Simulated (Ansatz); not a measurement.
# A hypothetical structure for K3Al, part 2 of 2

Starting from a made-up structure for K3Al, the aim is the relaxed cell, its shortest contacts and, where a second run follows, its electronic structure.

Ansatz 0.2.0; DFT, PBE, plane-wave PAW, files of the set soft_1, scalar-relativistic, no spin, cell and ions relaxed at zero pressure; PAW set soft_1 (the session's first sound run).

So far: The structure; Relaxation of the guess. The relaxed cell has a = 9.062 Å (conventional setting).

## (3) Electronic structure of the relaxed cell

A second self-consistent run takes a narrower smearing and the mesh shown in its input; the bands follow along the standard path of the relaxed lattice.

This step: DFT, PBE, plane-wave PAW, files of the set soft_1, scalar-relativistic, no spin, bands and density of states at the relaxed cell; PAW set soft_1 (Ansatz 0.2.0).

Input file input.yaml:

```yaml
crystal:
  lattice:
    - [0.0, 4.5308311849, 4.5308311849]
    - [4.5308311849, 0.0, 4.5308311849]
    - [4.5308311849, 4.5308311849, 0.0]
  atoms:
    - { symbol: K, position: [0.5, 0.5, 0.5] }
    - { symbol: K, position: [0.75, 0.75, 0.75] }
    - { symbol: K, position: [0.25, 0.25, 0.25] }
    - { symbol: Al, position: [0.0, 0.0, 0.0] }
kpoints:
  mp_grid: { grid: [6, 6, 6] }
  band_path:
    path:
      - [[0.0, 0.0, 0.0], [0.5, 0.0, 0.5], [0.5, 0.25, 0.75], [0.375, 0.375, 0.75], [0.0, 0.0, 0.0], [0.5, 0.5, 0.5], [0.625, 0.25, 0.625], [0.5, 0.25, 0.75], [0.5, 0.5, 0.5], [0.375, 0.375, 0.75]]
      - [[0.625, 0.25, 0.625], [0.5, 0.0, 0.5]]
    npoints: 8
scf:
  occupations: { method: fermi_dirac, width: 0.03 }
  n_extra_bands: 8
hamiltonian:
  xc: pbe
  pseudopotentials: { kind: paw, azcp: { folder: soft_1 } }
output:
  forces: true
  stress: true
  write_bands: true
  dos: { projected: true }
  write_density: true
  write_potential: true
  elf: true
  volumetric_format: npy
```

Started as:

```console
ansatz run input.yaml --threads 4 --pin off --max-ram 10240MiB --backend cpu --events-out ev --progress --plain --runs-dir out
```

Numbers of over 12 decimals in the logs are rounded to 6 here.

What it wrote:

```text
[...]
Crystal: 4 atoms, lattice volume = 186.022 Å³
Basis set: ecut = 420 eV, 3695 PW (Γ), exchange–correlation on 90×90×90 points (8 copies of the dense FFT grid, shifted against one another)
Bands: 23, of which v1, the nominal top of the filled ones, is band 15 counted from 1 (14 counted from 0)
Symmetry: 48 space group operations
[...]
k-points: 16 of 216
[...]
SCF iter   1: F=—  HF=-5149.682489 eV  |F-HF|=—  |Δ(HF+E_count)|=         —  Δρ=6.04e-3  dr2=2.07e-1  ethr=3.10e-3  ⟨swp⟩=6.2  Hψ=1962  notcnv=0
[...]
SCF iter   8: F=-5149.652594 eV  HF=-5149.652594 eV  |F-HF|=1.95e-8  |Δ(HF+E_count)|=   7.99e-8  Δρ=3.31e-6  dr2=6.41e-8  ethr=3.33e-10  ⟨swp⟩=14.6  Hψ=2689  notcnv=0
SCF 1 converged in 8 iterations: F = -5149.652594 eV  dr2 = 6.41e-8
[...]
NSCF: frozen V_eff on 82 k-points
SCF converged after 8 iterations
Free energy (F): -5149.652594 eV
[...]
Internal energy: -5149.633209 eV  (E = F + TS)
E sigma→0 (E₀):  -5149.642902 eV
Entropy (-TS):   -0.019386 eV (-4.846 meV/atom)
Fermi energy:    3.061997 eV
[...]
--- Stress (GPa, compression-positive) ---
        0.048061       0.000000      -0.000000
        0.000000       0.048061      -0.000000
       -0.000000       0.000000       0.048061
  P = ⅓ Tr σ = 0.0481 GPa (0.481 kbar)
--- Band table (eV; the first three rows and the last of 16) ---
  k-point 0: bands = [... 11 lower, -11.9524, -1.5525, 3.3415, 3.3415, 3.3415, 3.4248, 5.1253, 5.1253, ... 4 higher]
  k-point 1: bands = [... 11 lower, -11.9552, -1.4640, 2.5157, 3.3008, 3.3008, 4.2621, 5.1772, 5.1772, ... 4 higher]
  k-point 2: bands = [... 11 lower, -11.9628, -1.2660, 1.8812, 3.2284, 3.2284, 4.4755, 5.2450, 5.2450, ... 4 higher]
  k-point 15: bands = [... 11 lower, -11.9522, -1.0611, 2.0834, 2.6042, 2.7224, 4.1241, 4.9060, 5.8986, ... 4 higher]
```

Elapsed: 1 s, on 4 threads of AMD EPYC 9B45 (Zen 5), shared host; peak memory 0.54 GiB; 3.6 s of CPU time.

Reading the cycles: dr2 is the Hartree energy of the density residual (eV), the measure of convergence; HF is the Harris–Foulkes estimate of the energy, which meets the free energy F at convergence.

This step gave:

- free energy: -5149.6526 eV
- energy at zero smearing: -5149.6429 eV
- smearing term TS: 0.01939 eV
- Fermi energy: 3.062 eV
- pressure: 0.04806 GPa

From bands.tsv, the bands that come nearest the Fermi level along the path, at its corners, in eV from the Fermi level:

| point | band 12 | band 13 | band 14 | band 15 | band 16 | band 17 | band 18 | band 19 |
| --- | --- | --- | --- | --- | --- | --- | --- | --- |
| Γ | -15.01 | -4.61 | 0.28 | 0.28 | 0.28 | 0.36 | 2.06 | 2.06 |
| X | -15.01 | -4.13 | -1.17 | 0.03 | 0.03 | 0.44 | 1.11 | 3.54 |
| W | -15.02 | -4.12 | -0.75 | -0.75 | -0.41 | 1.26 | 2.43 | 2.43 |
| K | -15.01 | -4.13 | -0.96 | -0.73 | 0.06 | 0.90 | 1.98 | 2.94 |
| Γ | -15.01 | -4.61 | 0.28 | 0.28 | 0.28 | 0.36 | 2.06 | 2.06 |
| L | -15.03 | -4.21 | -1.43 | 0.13 | 0.13 | 1.41 | 2.21 | 2.21 |
| U | -15.01 | -4.13 | -0.96 | -0.73 | 0.06 | 0.90 | 1.98 | 2.94 |
| W | -15.02 | -4.12 | -0.75 | -0.75 | -0.41 | 1.26 | 2.43 | 2.43 |
| L | -15.03 | -4.21 | -1.43 | 0.13 | 0.13 | 1.41 | 2.21 | 2.21 |
| K | -15.01 | -4.13 | -0.96 | -0.73 | 0.06 | 0.90 | 1.98 | 2.94 |
| U | -15.01 | -4.13 | -0.96 | -0.73 | 0.06 | 0.90 | 1.98 | 2.94 |
| X | -15.01 | -4.13 | -1.17 | 0.03 | 0.03 | 0.44 | 1.11 | 3.54 |

States per cell as run, both spins, in windows of 1 eV, from dos.tsv (zero at the Fermi level):

```csv
from,to,total
-8,-7,0.00
-7,-6,0.00
-6,-5,0.00
-5,-4,2.00
-4,-3,0.00
-3,-2,0.00
-2,-1,1.66
-1,0,2.45
0,1,2.13
1,2,2.69
2,3,5.37
```

Below -8 eV lie 24.0 more states.

Valence density in the ac plane of the conventional cell at fractional y = 0.000, with atoms of K and Al within 0.2 Å of it. It is the smooth field of the valence electrons, not physical close to the nuclei.

Ten steps, logarithmic in the rise over the least value, from '0' (0.0 e/Å³) to '9' (4.2 e/Å³), each cell a mean:
```
1232110003699985100012332
3332100002478863100012233
3321100000245431000001223
2211000000011100000001122
1110000000000000000000011
0000000000000000000000000
0000000000000000000000000
0000000000111111000000000
3210000011222221100000012
6531000012233332110000246
9852000112332233210001479
9973000122321233210002589
9963000112321233210001589
8742000012333332210001368
5420000011233322100000134
1100000001122211100000001
0000000000111110000000000
0000000000000000000000000
0000000000000000000000000
1110000000000000000000111
2221100000123210000001122
3322100001356642000011233
2332110002589974100012332
1232110003799985100012321
```
Columns run along a (9.1 Å), rows up along c (9.1 Å), edges of the conventional cell, whose origin can differ from the input's. Atoms in or near the plane, at fractional coordinates: K at (0.50, 0.00), K at (0.00, 0.50), Al at (0.00, 0.00), Al at (0.50, 0.50).

Electrostatic potential energy in the ac plane of the conventional cell at fractional y = 0.000, with atoms of K and Al within 0.2 Å of it. With pseudopotentials it is smooth inside the atoms' cores, unlike the true potential.

Ten even steps from '0' (-34 eV) to '9' (6 eV), each cell a mean:
```
9668999998400027899999758
5579999998731258999999865
7899999999877788999999987
9999999999998999999999999
9999999999999999999999999
9999999999999999999999999
9999999999999999999999999
9999999999999999999999999
8899999999998899999999988
4689999999865679999999875
0168999998657658999999730
0048999998579957999998610
0048999998569857999998720
1378999999755568999999852
7789999999987789999999887
8999999999999999999999999
9999999999999999999999999
9999999999999999999999999
9999999999999999999999999
9999999999999999999999999
8999999999988889999999998
6689999999864578999999976
7568999998610037999999856
9758999998400016899999759
```
Columns run along a (9.1 Å; values clipped at the 3rd and 97th percentile), rows up along c (9.1 Å), edges of the conventional cell, whose origin can differ from the input's. Atoms in or near the plane, at fractional coordinates: K at (0.50, 0.00), K at (0.00, 0.50), Al at (0.00, 0.00), Al at (0.50, 0.50).

ELF in the ac plane of the conventional cell at fractional y = 0.000, with atoms of K and Al within 0.2 Å of it. It is the smooth field of the valence electrons, not physical close to the nuclei.

Values in units of 1e-1, 13 rows by 16 columns, each cell a mean:
```
4.1 7.3 7.8 5.9 2.7 0.8 5.7 8.3 8.2 7.2 1.5 1.6 5.2 7.4 7.9 4.7
8.1 7.9 6.6 4.7 2.8 0.9 1.3 3.8 4.3 2.0 0.6 2.1 4.2 6.0 7.6 8.1
6.4 5.8 4.4 2.8 2.1 2.0 1.7 1.4 1.3 1.6 2.0 2.0 2.5 3.9 5.5 6.3
2.3 2.5 2.5 2.0 2.1 3.4 4.8 5.5 5.5 5.1 3.9 2.4 2.0 2.4 2.6 2.3
2.4 1.1 0.8 2.1 3.7 5.5 7.1 7.9 7.9 7.4 6.1 4.2 2.7 1.1 0.7 2.1
8.2 6.2 1.2 1.8 5.0 7.1 8.1 5.8 5.2 7.7 7.6 5.7 2.8 0.7 4.6 8.1
7.5 8.0 2.0 1.5 5.3 7.5 7.6 3.6 4.1 6.4 8.0 6.1 2.6 0.9 6.7 8.0
7.6 4.9 0.8 1.9 4.8 6.9 8.1 7.0 6.6 8.1 7.4 5.5 2.8 0.7 3.5 7.2
1.2 0.7 1.1 2.2 3.3 5.0 6.6 7.5 7.6 7.0 5.5 3.7 2.5 1.4 0.7 1.1
3.4 3.4 2.9 2.1 2.0 3.0 4.2 4.6 4.6 4.3 3.4 2.2 1.9 2.6 3.3 3.4
7.0 6.4 4.9 3.2 2.3 1.7 1.1 0.9 0.9 1.0 1.5 2.1 2.8 4.4 6.0 6.9
7.6 8.0 7.0 5.1 2.9 0.7 2.1 5.6 6.1 3.4 0.7 2.0 4.5 6.5 7.9 7.9
4.1 6.7 7.9 6.0 2.6 0.9 6.3 8.2 7.8 7.7 1.9 1.6 5.2 7.5 7.8 3.9
```
Columns run along a (9.1 Å), rows up along c (9.1 Å), edges of the conventional cell, whose origin can differ from the input's. Atoms in or near the plane, at fractional coordinates: K at (0.50, 0.00), K at (0.00, 0.50), Al at (0.00, 0.00), Al at (0.50, 0.50).

## (4) Outcome

| Property | Result |
| --- | --- |
| space group, relaxed | Fm-3m |
| conventional cell | a = 9.062, b = 9.062, c = 9.062 Å; α = 90.0°, β = 90.0°, γ = 90.0° |
| volume per atom | 46.51 Å³ (guess 49.66) |

What this shows: K3Al relaxes to Fm-3m with a = 9.062, b = 9.062 and c = 9.062 Å. The guessed volume was 7 % too large. The space group Fm-3m was held in the relaxation, so the end point is a stationary structure within it and may be a saddle against distortions or other arrangements. Bands cross the Fermi level, so it is a metal or semimetal at this level. On the 6×6×6 mesh with the narrower smearing (relaxed on 5×5×5) the forces vanish, as symmetry may demand, and the largest stress component is 0.048 GPa, within the relaxation's thresholds of 0.015 eV/Å and 0.05 GPa. The cutoff wasn't tested. No dispersion term is used, so weakly bound directions may come out too long. Nothing here tests whether the compound is stable against decomposition.

[Logs are printed without paths, hosts, clocks, repeated set-up lines and the standing remarks that a program may print on its own settings, such as how far it seeks lower states.]

[Hosts, paths, dates, database ids (printed as entryN), source tags and the programs' standing remarks are cut or masked in the printed files.]
